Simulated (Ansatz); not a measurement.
Consider Cs2CuF4 (I4/mmm).

It takes space group I4/mmm (No. 139, tetragonal). Conventional cell: a = 4.319 Å, b = 4.319 Å, c = 14.126 Å, α = 90.00°, β = 90.00°, γ = 90.00°. Cs has 9 F at 2.98 to 3.11 Å nearest. Nearest to Cu lie 6 F at 1.89 to 2.16 Å. F has 1 Cu at 1.89 Å and 5 Cs at 3.06 to 3.11 Å nearest. Nearest to F lie 2 Cu at 2.16 Å and 4 Cs at 2.98 Å. Farther neighbours and most contacts between anions are not listed.

```xyz
7
Lattice="7.0632 2.1597 -2.1597 7.0632 -2.1597 2.1597 -7.0632 -2.1597 -2.1597" Properties=species:S:1:pos:R:3 pbc="T T T"
Cs    5.0059    0.0000    0.0000
Cs    9.1206    0.0000    0.0000
Cu    0.0000    0.0000    0.0000
F     1.8917    0.0000    0.0000
F    12.2348    0.0000    0.0000
F     0.0000    0.0000   -2.1597
F     0.0000   -2.1597    0.0000
```

The cell and positions are those that the Materials Project relaxed with its own functionals (PBE, PBE+U or r2SCAN), kept fixed. The program's search for lower electronic states was switched off, so nothing shows that the state found is the lowest. Spin-orbit coupling is left out unless a run names it. PAW set soft_2, made with PBE.

A constrained-RPA run (Ansatz 0.2.0; non-magnetic PBEsol; Cu d, bands v5 to v1, 4×4×4 mesh, medium accuracy) builds 5 functions on bands 1.8 eV wide, with 9.0 electrons in the window. The bare on-site interaction is 21.4 eV and the bare J 0.69 eV.

Q: Estimate U, U′ and J.

On the Cu d shell, U = 7.37 eV (34 % of the bare value), U′ = 6.17 eV, J = 0.57 eV.

The parent state is non-magnetic and the interaction static (zero frequency); U depends on the window and the orbitals, so it belongs to this model alone.

[Paths, hosts, dates, memory and timing lines, banners, echoed tables and standing remarks are left out of the program output.]

[Logs are printed without paths, hosts, clocks, repeated set-up lines and the standing remarks that a program may print on its own settings, such as how far it seeks lower states.]

[Runs of the session that timed out or met a known fault of the program may be left out.]

[Hosts, paths, dates, database ids (printed as entryN), source tags and the programs' standing remarks are cut or masked in the printed files.]
